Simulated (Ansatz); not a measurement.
## TiSi2 (Cmcm): zone-centre modes under pressure

Aim: how do the optical modes of TiSi2 (Cmcm) move with volume?

Calculated with Ansatz 0.2.0; DFT PBEsol, scalar-relativistic, plane waves, PAW; PAW set soft_1.

This is a report of a sequence of runs, with most program output left out.

### Step 1. Starting point

It takes space group Cmcm (No. 63, orthorhombic). Conventional cell: a = 3.530 Å, b = 13.519 Å, c = 3.565 Å, α = 90.00°, β = 90.00°, γ = 90.00°. Nearest to Si lie 2 Si at 2.38 Å and 6 Ti at 2.58 to 2.81 Å. Nearest to Si lie 4 Si at 2.51 Å and 4 Ti at 2.66 to 2.67 Å. Ti has 10 Si at 2.58 to 2.81 Å nearest. Farther neighbours are not listed.

### Step 2. Bringing the structure to rest

Harmonic phonons are second derivatives at a point where the forces vanish, and they are wanted at zero stress, so atoms and cell are relaxed first.

Input file input.yaml:

```yaml
crystal:
  lattice:
    - [1.765105025, -6.759281535, 0.0]
    - [1.765105025, 6.759281535, 0.0]
    - [0.0, 0.0, 3.56517397]
  atoms:
    - { symbol: Si, position: [0.55825145, 0.44174855, 0.75] }
    - { symbol: Si, position: [0.44174855, 0.55825145, 0.25] }
    - { symbol: Si, position: [0.24968518, 0.75031482, 0.75] }
    - { symbol: Si, position: [0.75031482, 0.24968518, 0.25] }
    - { symbol: Ti, position: [0.89688192, 0.10311808, 0.75] }
    - { symbol: Ti, position: [0.10311808, 0.89688192, 0.25] }
kpoints:
  mp_grid: { grid: [10, 10, 10] }
hamiltonian:
  xc: pbesol
  pseudopotentials: { kind: paw, azcp: { folder: soft_1 }, xc_functional: pbe }
scf:
  occupations: { method: gaussian, width: 0.1 }
output:
  forces: true
  stress: true
  eigenvalues: true
relax:
  adjacent_minimum: "off"
  f_tol: 0.005
  max_steps: 80
  cell: { stress_tol: 0.05 }
```

On the command line:

```sh
$ ansatz run input.yaml --threads 8 --pin off --max-ram 16384MiB --backend cpu --events-out ev --progress --plain --runs-dir out
```

Wall time 17 s (8 threads of Arm Neoverse V2, shared host); peak memory 0.72 GiB; 2.2 min of CPU time.

Step by step:

```tsv
step	energy less that of the first step (eV)	largest force component (eV/Å)	pressure (GPa)	volume (Å³)
1	0.0000	0.1883	-2.20	85.07
2	-0.0156	0.0837	0.34	83.23
3	-0.0167	0.0339	0.08	83.43
4	-0.0168	0.0055	0.01	83.45
5	-0.0168	0.0075	-0.02	83.46
6	-0.0168	0.0014	0.00	83.45
7*	-0.0166	0.0014	0.00	83.45
```

Relaxation steps marked * repeat the geometry before them on a plane-wave basis chosen anew for their cell, so energy and pressure can jump there. Relaxation step 5 was tried and not accepted.

Forces are held to the 8 operations that the run works with; a distortion that breaks them can't arise in this run.

```tsv
conventional cell, symmetrised	before	after	change
a (Å)	3.530	3.517	-0.4 %
b (Å)	13.519	13.349	-1.3 %
c (Å)	3.565	3.555	-0.3 %
volume (Å³/atom)	14.18	13.91	-1.9 %
```

The atoms that moved most (Å, as changes of fractional coordinates times the final cell):

```tsv
atom	dx	dy	dz	length
Si1	0.000	-0.023	0.000	0.023
Si2	0.000	0.023	0.000	0.023
Ti6	0.000	0.008	0.000	0.008
Ti5	0.000	-0.008	0.000	0.008
```

This step gave:

```yaml
pressure: 0.004088 GPa
volume_per_atom: 13.91 Å³
gap_on_the_k_mesh: 0 eV
```

In this step the volume went from 14.18 to 13.91 Å³/atom.

### Step 3. Tight relaxation

Phonons need small forces and stress, so the relaxation is finished with tight tolerances on 12×12×12 k points.

Input file input.yaml:

```yaml
crystal:
  lattice:
    - [1.7583913933, -6.6743020434, 0.0]
    - [1.7583913933, 6.6743020434, 0.0]
    - [0.0, 0.0, 3.5554842114]
  atoms:
    - { symbol: Si, position: [0.5599799854, 0.4400200146, 0.75] }
    - { symbol: Si, position: [0.4400200146, 0.5599799854, 0.25] }
    - { symbol: Si, position: [0.2497197124, 0.7502802876, 0.75] }
    - { symbol: Si, position: [0.7502802876, 0.2497197124, 0.25] }
    - { symbol: Ti, position: [0.8975103658, 0.1024896342, 0.75] }
    - { symbol: Ti, position: [0.1024896342, 0.8975103658, 0.25] }
kpoints:
  mp_grid: { grid: [12, 12, 12] }
hamiltonian:
  xc: pbesol
  pseudopotentials: { kind: paw, azcp: { folder: soft_1 }, xc_functional: pbe }
scf:
  occupations: { method: methfessel_paxton, width: 0.2 }
output:
  forces: true
  stress: true
  eigenvalues: true
relax:
  adjacent_minimum: "off"
  f_tol: 0.001
  max_steps: 60
  cell: { stress_tol: 0.01 }
```

Elapsed: 18 s, on 8 threads; peak memory 0.86 GiB; 2.3 min of CPU time.

Little changed from the start: no atom moved by 0.005 Å and no cell edge by 0.1 %.

Numbers from this step:

```yaml
pressure: 0.001056 GPa
```

The largest force component left is 0.52 meV/Å and the pressure is 0.001 GPa, within the tolerances set. The cell now holds 13.91 Å³/atom.

### Step 4. Zone-centre response at rest

Phonons follow from the second derivative of the energy, found here by linear response.

The modes at rest are the reference of the series.

input.yaml, the sections that differ from step 3:

```yaml
crystal:
  lattice:
    - [1.757654449, -6.6736832731, 0.0]
    - [1.757654449, 6.6736832731, 0.0]
    - [0.0, 0.0, 3.556439029]
  atoms:
    - { symbol: Si, position: [0.56003984, 0.43996016, 0.75] }
    - { symbol: Si, position: [0.43996016, 0.56003984, 0.25] }
    - { symbol: Si, position: [0.2496421621, 0.7503578379, 0.75] }
    - { symbol: Si, position: [0.7503578379, 0.2496421621, 0.25] }
    - { symbol: Ti, position: [0.8975314838, 0.1024685162, 0.75] }
    - { symbol: Ti, position: [0.1024685162, 0.8975314838, 0.25] }
output:
  eigenvalues: true
phonons:
  method: dfpt
# kpoints, hamiltonian, scf: as in step 3
# relax: removed
```

Elapsed: 82 s, on 8 threads; peak memory 2.5 GiB.

Numbers from this step:

```
sum-rule residual before enforcement                    : 3.23e-5 eV/Å²
point group                                             : mmm
highest optical mode at the zone centre (no LO-TO term) : 465.9 cm⁻¹
lowest optical zone-centre mode                         : 197.6 cm⁻¹
```

Patterns of degenerate modes are one choice out of their space. Modes at Γ, with each element's share of the kinetic energy:

```tsv
mode	frequency (cm⁻¹)	symmetry	Si %	Ti %
1	0.0	acoustic	54	46
2	0.0	acoustic	54	46
3	0.0	acoustic	54	46
4	197.6	B1g	41	59
5	202.9	B1u	90	10
6	203.6	B3u	90	10
7	229.5	B2u	78	22
8	233.9	B3g	14	86
9	275.7	Ag	100	0
10	313.6	Ag	2	98
11	348.6	Ag	98	2
12	350.2	B2u	68	32
13	353.4	B1g	87	13
14	360.2	B3g	99	1
15	362.2	B1g	72	28
16	379.4	B1u	56	44
17	397.8	B3u	56	44
18	465.9	B3g	86	14
```

Displacements in mode 4 (197.6 cm⁻¹), the largest set to 1:
```
Si1  1.00  0.00  0.00
Si2 -1.00  0.00  0.00
Si3 -0.13  0.00  0.00
Si4  0.13  0.00  0.00
Ti5 -0.93  0.00  0.00
Ti6  0.93  0.00  0.00
```

Displacements in mode 12 (350.2 cm⁻¹), the largest set to 1:
```
Si1  0.00 -0.10  0.00
Si2  0.00 -0.10  0.00
Si3  0.00  1.00  0.00
Si4  0.00  1.00  0.00
Ti5  0.00 -0.53  0.00
Ti6  0.00 -0.53  0.00
```

Before it was imposed, the acoustic sum rule was missed by 3.2e-5 eV/Å². Small misses are needed for a sound result but don't prove that mesh and cutoff are converged. The lowest optical mode is real, 198 cm⁻¹.

### Step 5. A member of the series: 1.06 times the volume at rest

The cell is set to 1.06 times the volume at rest, and shape and atoms relax at that volume.

input.yaml, the sections that differ from step 4:

```yaml
crystal:
  lattice:
    - [1.7877858088, -6.8482116119, 0.0]
    - [1.7877858088, 6.8482116119, 0.0]
    - [0.0, 0.0, 3.6118330275]
  atoms:
    - { symbol: Si, position: [0.5590590661, 0.4409409339, 0.75] }
    - { symbol: Si, position: [0.4409409339, 0.5590590661, 0.25] }
    - { symbol: Si, position: [0.2497759065, 0.7502240935, 0.75] }
    - { symbol: Si, position: [0.7502240935, 0.2497759065, 0.25] }
    - { symbol: Ti, position: [0.896676307, 0.103323693, 0.75] }
    - { symbol: Ti, position: [0.103323693, 0.896676307, 0.25] }
output:
  forces: true
  stress: true
  eigenvalues: true
relax:
  adjacent_minimum: "off"
  f_tol: 0.001
  max_steps: 60
  cell: { stress_tol: 0.01, fix: [volume] }
# kpoints, hamiltonian, scf: as in step 4
# phonons: removed
```

Wall time 34 s (8 threads); peak memory 0.9 GiB.

Step by step:

```tsv
step	energy less that of the first step (eV)	largest force component (eV/Å)	pressure (GPa)	volume (Å³)
1	0.0000	0.0512	-7.28	88.44
2	-0.0010	0.0312	-7.05	88.44
3	-0.0011	0.0144	-7.07	88.44
4	-0.0011	0.0108	-7.06	88.44
5	-0.0012	0.0028	-7.06	88.44
6	-0.0012	0.0008	-7.06	88.44
7	-0.0012	0.0001	-7.06	88.44
8*	-0.0012	0.0001	-7.06	88.44
```

Relaxation steps marked * repeat the geometry before them on a plane-wave basis chosen anew for their cell, so energy and pressure can jump there. Relaxation step 4 was tried and not accepted.

The run keeps the 8 symmetry operations that it works with, so distortions that break them were not tested.

```tsv
conventional cell, symmetrised	before	after	change
a (Å)	3.576	3.571	-0.1 %
b (Å)	13.696	13.741	+0.3 %
c (Å)	3.612	3.604	-0.2 %
volume (Å³/atom)	14.74	14.74	+0.0 %
```

Final coordinates:

```xyz
6
Lattice="1.7857 -6.8703 0.0000 1.7857 6.8703 0.0000 0.0000 0.0000 3.6043" Properties=species:S:1:pos:R:3 pbc="T T T"
Si    1.7857   -0.8051    2.7032
Si    1.7857    0.8051    0.9011
Si    1.7857    3.4374    2.7032
Si    1.7857   -3.4374    0.9011
Ti    1.7857   -5.4445    2.7032
Ti    1.7857    5.4445    0.9011
```

This step gave:

```yaml
pressure: -7.062 GPa
volume_per_atom: 14.74 Å³
```

The largest force component left is 0.056 meV/Å, at a pressure of -7.06 GPa.

### Step 6. Modes of this member: 1.06 times the volume at rest

The zone-centre modes follow for 1.06 times the volume at rest.

input.yaml, the sections that differ from step 5:

```yaml
crystal:
  lattice:
    - [1.7857476493, -6.8703292453, 0.0]
    - [1.7857476493, 6.8703292453, 0.0]
    - [0.0, 0.0, 3.60431455]
  atoms:
    - { symbol: Si, position: [0.5585936932, 0.4414063068, 0.75] }
    - { symbol: Si, position: [0.4414063068, 0.5585936932, 0.25] }
    - { symbol: Si, position: [0.2498380606, 0.7501619394, 0.75] }
    - { symbol: Si, position: [0.7501619394, 0.2498380606, 0.25] }
    - { symbol: Ti, position: [0.8962304261, 0.1037695739, 0.75] }
    - { symbol: Ti, position: [0.1037695739, 0.8962304261, 0.25] }
output:
  eigenvalues: true
phonons:
  method: dfpt
# kpoints, hamiltonian, scf: as in step 5
# relax: removed
```

Elapsed: 91 s, on 8 threads; peak memory 2.6 GiB; 11 min of CPU time.

This step gave:

```yaml
sum_rule_residual_before_enforcement: 1.63e-5 eV/Å²
highest_optical_mode_at_the_zone_centre_no_lo_to_term: 435.7 cm⁻¹
lowest_optical_zone_centre_mode: 178.0 cm⁻¹
```

Patterns of degenerate modes are one choice out of their space. Modes at Γ, with each element's share of the kinetic energy:

```tsv
mode	frequency (cm⁻¹)	symmetry	Si %	Ti %
1	0.0	acoustic	54	46
2	0.0	acoustic	54	46
3	0.0	acoustic	54	46
4	178.0	B1g	39	61
5	187.2	B3u	90	10
6	187.8	B1u	90	10
7	210.2	B2u	78	22
8	211.7	B3g	12	88
9	258.0	Ag	100	0
10	281.9	Ag	0	100
11	319.2	B2u	68	32
12	320.3	B1g	100	0
13	324.2	B3g	100	0
14	326.9	Ag	100	0
15	327.8	B1g	61	39
16	346.9	B1u	56	44
17	356.9	B3u	56	44
18	435.7	B3g	89	11
```

The lowest optical mode is real, 178 cm⁻¹, and the highest lies at 435.7 cm⁻¹.

For the highest optical mode at the zone centre (no LO-TO term), step 4 gave 466 cm⁻¹; this run, with volume ratio 1.06, gives 436 cm⁻¹ (-6 %).

### Step 7. Relaxation of a member: 0.9 times the volume at rest

The cell is set to 0.9 times the volume at rest, and shape and atoms relax at that volume.

input.yaml, the sections that differ from step 6:

```yaml
crystal:
  lattice:
    - [1.7056115695, -6.367093083, 0.0]
    - [1.7056115695, 6.367093083, 0.0]
    - [0.0, 0.0, 3.4572886001]
  atoms:
    - { symbol: Si, position: [0.5621637726, 0.4378362274, 0.75] }
    - { symbol: Si, position: [0.4378362274, 0.5621637726, 0.25] }
    - { symbol: Si, position: [0.2493959457, 0.7506040543, 0.75] }
    - { symbol: Si, position: [0.7506040543, 0.2493959457, 0.25] }
    - { symbol: Ti, position: [0.8990995456, 0.1009004544, 0.75] }
    - { symbol: Ti, position: [0.1009004544, 0.8990995456, 0.25] }
output:
  forces: true
  stress: true
  eigenvalues: true
relax:
  adjacent_minimum: "off"
  f_tol: 0.001
  max_steps: 60
  cell: { stress_tol: 0.01, fix: [volume] }
# kpoints, hamiltonian, scf: as in step 6
# phonons: removed
```

The job ended after 21 s (8 threads; peak memory 0.81 GiB).

The steps of the relaxation:

```tsv
step	energy less that of the first step (eV)	largest force component (eV/Å)	pressure (GPa)	volume (Å³)
1	0.0000	0.0804	18.44	75.09
2	-0.0012	0.0523	18.22	75.09
3	-0.0013	0.0189	18.19	75.09
4	-0.0013	0.0010	18.18	75.09
5	-0.0013	0.0002	18.18	75.09
6*	-0.0013	0.0002	18.18	75.09
```

Relaxation steps marked * repeat the geometry before them on a plane-wave basis chosen anew for their cell, so energy and pressure can jump there.

The run keeps the 8 symmetry operations that it works with, so distortions that break them were not tested.

```tsv
conventional cell, symmetrised	before	after	change
a (Å)	3.411	3.416	+0.1 %
b (Å)	12.734	12.699	-0.3 %
c (Å)	3.457	3.462	+0.1 %
volume (Å³/atom)	12.52	12.52	+0.0 %
```

Final coordinates:

```xyz
6
Lattice="1.7079 -6.3497 0.0000 1.7079 6.3497 0.0000 0.0000 0.0000 3.4622" Properties=species:S:1:pos:R:3 pbc="T T T"
Si    1.7079   -0.7965    2.5966
Si    1.7079    0.7965    0.8655
Si    1.7079    3.1830    2.5966
Si    1.7079   -3.1830    0.8655
Ti    1.7079   -5.0729    2.5966
Ti    1.7079    5.0729    0.8655
```

Numbers from this step:

| Quantity | Value |
| --- | --- |
| pressure | 18.18 GPa |
| volume per atom | 12.52 Å³ |

The largest force component left is 0.21 meV/Å, at a pressure of 18.18 GPa.

### Step 8. Zone-centre modes of the member: 0.9 times the volume at rest

The zone-centre modes follow for 0.9 times the volume at rest.

input.yaml, the sections that differ from step 7:

```yaml
crystal:
  lattice:
    - [1.7078917115, -6.3496533524, 0.0]
    - [1.7078917115, 6.3496533524, 0.0]
    - [0.0, 0.0, 3.462155892]
  atoms:
    - { symbol: Si, position: [0.5627201118, 0.4372798882, 0.75] }
    - { symbol: Si, position: [0.4372798882, 0.5627201118, 0.25] }
    - { symbol: Si, position: [0.2493568574, 0.7506431426, 0.75] }
    - { symbol: Si, position: [0.7506431426, 0.2493568574, 0.25] }
    - { symbol: Ti, position: [0.8994596881, 0.1005403119, 0.75] }
    - { symbol: Ti, position: [0.1005403119, 0.8994596881, 0.25] }
output:
  eigenvalues: true
phonons:
  method: dfpt
# kpoints, hamiltonian, scf: as in step 7
# relax: removed
```

Wall time 77 s (8 threads); peak memory 2.3 GiB.

This step gave:

| Property | Result |
| --- | --- |
| sum-rule residual before enforcement | 2.65e-5 eV/Å² |
| highest optical mode at the zone centre (no LO-TO term) | 524.4 cm⁻¹ |
| lowest optical zone-centre mode | 232.9 cm⁻¹ |

Patterns of degenerate modes are one choice out of their space. Modes at Γ, with each element's share of the kinetic energy:

```tsv
mode	frequency (cm⁻¹)	symmetry	Si %	Ti %
1	0.0	acoustic	54	46
2	0.0	acoustic	54	46
3	0.0	acoustic	54	46
4	232.9	B1u	90	10
5	236.2	B1g	43	57
6	236.5	B3u	90	10
7	266.3	B2u	78	22
8	272.6	B3g	19	81
9	311.6	Ag	100	0
10	366.7	Ag	27	73
11	398.8	Ag	73	27
12	409.4	B2u	68	32
13	414.4	B1g	75	25
14	429.6	B3g	99	1
15	436.4	B1g	81	19
16	440.6	B1u	56	44
17	470.6	B3u	56	44
18	524.4	B3g	82	18
```

The lowest optical mode is real, 233 cm⁻¹, and the highest lies at 524.4 cm⁻¹.

For the highest optical mode at the zone centre (no LO-TO term), step 4 gave 466 cm⁻¹; this run, with volume ratio 0.9, gives 524 cm⁻¹ (+13 %).

### Step 9. All members side by side

The members are set side by side, also those not shown above.

Each row is one cell with its response, relaxed at fixed volume as far as symmetry leaves anything free; energies are extrapolated to zero smearing, and E0 is that at rest; shape and atoms are relaxed in each cell where symmetry leaves them free; all runs use 12×12×12 k points and Methfessel-Paxton smearing of 0.2 eV. State of the crystal along the series:

```tsv
volume ratio	V (Å³/atom)	pressure (GPa)	E - E0 (meV/atom)	first cell vector (Å)	third cell vector (Å)
0.9	12.52	18.18	71.84	6.575	3.462
0.92	12.79	13.72	44.23	6.64	3.483
0.94	13.07	9.72	23.96	6.705	3.502
0.96	13.35	6.127	10.26	6.77	3.521
0.98	13.63	2.9	2.477	6.836	3.539
0.99	13.77	1.412	0.6098	6.868	3.548
1	13.91	0.001056	0	6.901	3.556
1.02	14.18	-2.607	2.295	6.967	3.573
1.04	14.46	-4.952	8.878	7.033	3.589
1.06	14.74	-7.062	19.32	7.099	3.604
```

Each mode is tracked from rest by its pattern, and modes that stay within 0.3 cm⁻¹ of each other stand once; the 10 lowest of 15 levels; shape and atoms are relaxed in each cell where symmetry leaves them free; all runs use 12×12×12 k points and Methfessel-Paxton smearing of 0.2 eV. Optical modes along the series:

```tsv
V (Å³/atom)	mode 4 B1g (cm⁻¹)	mode 5 to B1u (cm⁻¹)	mode 6 (cm⁻¹)	mode 7 B2u (cm⁻¹)	mode 8 B3g (cm⁻¹)	mode 9 Ag (cm⁻¹)	mode 10 Ag (cm⁻¹)	mode 11 to Ag (cm⁻¹)	mode 12 to B2u (cm⁻¹)	mode 13 B1g (cm⁻¹)
12.52	236.2	232.9	236.5	266.3	272.6	311.6	366.7	398.8	409.4	414.4
12.79	228	226.4	229.2	258.4	264.6	303.7	356.4	386.9	396.8	401.3
13.07	220	220.1	222.3	250.8	256.7	296.2	345.8	376	384.5	388.6
13.35	212.2	214.1	215.8	243.5	249	289.1	335.1	366.1	372.7	376.5
13.63	204.8	208.4	209.5	236.3	241.4	282.2	324.4	356.9	361.2	364.7
13.77	201.1	205.7	206.5	232.9	237.6	278.9	319	352.7	355.6	359
13.91	197.6	202.9	203.6	229.5	233.9	275.7	313.6	348.6	350.2	353.4
14.18	190.7	197.7	197.9	222.8	226.4	269.5	302.9	340.9	339.5	342.3
14.46	184.2	192.6	192.4	216.4	219.1	263.6	292.3	333.6	329.1	331.3
14.74	178	187.8	187.2	210.2	211.7	258	281.9	326.9	319.2	320.3
```

From cubic fits (parabolas where under five rows exist) of ln ω and P against ln V through the rows within about 4 % of rest: γ = −d ln ω / d ln V and dω/dP = γ ω / B. Slopes at rest:

```tsv
mode	fitted frequency at rest (cm⁻¹)	Grüneisen parameter γ	dω/dP (cm⁻¹/GPa)
mode 4 B1g	197.6	1.78	2.55
mode 5 to B1u	202.9	1.33	1.96
mode 6	203.6	1.43	2.11
mode 7 B2u	229.5	1.47	2.46
mode 8 B3g	233.9	1.6	2.71
mode 9 Ag	275.7	1.15	2.31
mode 10 Ag	313.6	1.72	3.92
mode 11 to Ag	348.6	1.15	2.92
mode 12 to B2u	350.2	1.55	3.96
mode 13 B1g	353.4	1.58	4.07
mode 14 B3g	360.2	1.76	4.62
mode 15 B1g	362.2	1.79	4.73
mode 16 B1u	379.4	1.49	4.12
```

### Step 10. Summary of results

* members: 10
* highest optical mode at the zone centre (no LO-TO term), at rest: 465.9 cm⁻¹
* bulk modulus at rest: 138 GPa
* mode 13 B1g, γ: 1.58
* mode 14 B3g, γ: 1.76
* mode 15 B1g, γ: 1.79
* mode 16 B1u, γ: 1.49

The series spans -7.1 to 18.2 GPa, and the slope at rest gives a bulk modulus of 138 GPa. Among the modes in the table of slopes γ runs from 1.15 (mode 9 Ag) to 1.79 (mode 15 B1g). One k mesh and one cutoff serve the ground states and modes of all volumes. These are harmonic frequencies at zero temperature: anharmonic shifts, linewidths and thermal expansion are left out. With no gap, or one that is small against the smearing, the frequencies hang on the k mesh and the smearing, most of all near Kohn anomalies. The PAW files were made for PBE; the program adapts parts of them to the functional of the run, but their partial waves stay those of PBE, an approximation that was not tested in this session. Only the zone centre was solved, so an instability at another wavevector cannot show here.

[Logs are printed without paths, hosts, clocks, repeated set-up lines and the standing remarks that a program may print on its own settings, such as how far it seeks lower states.]

[Hosts, paths, dates, database ids (printed as entryN), source tags and the programs' standing remarks are cut or masked in the printed files.]
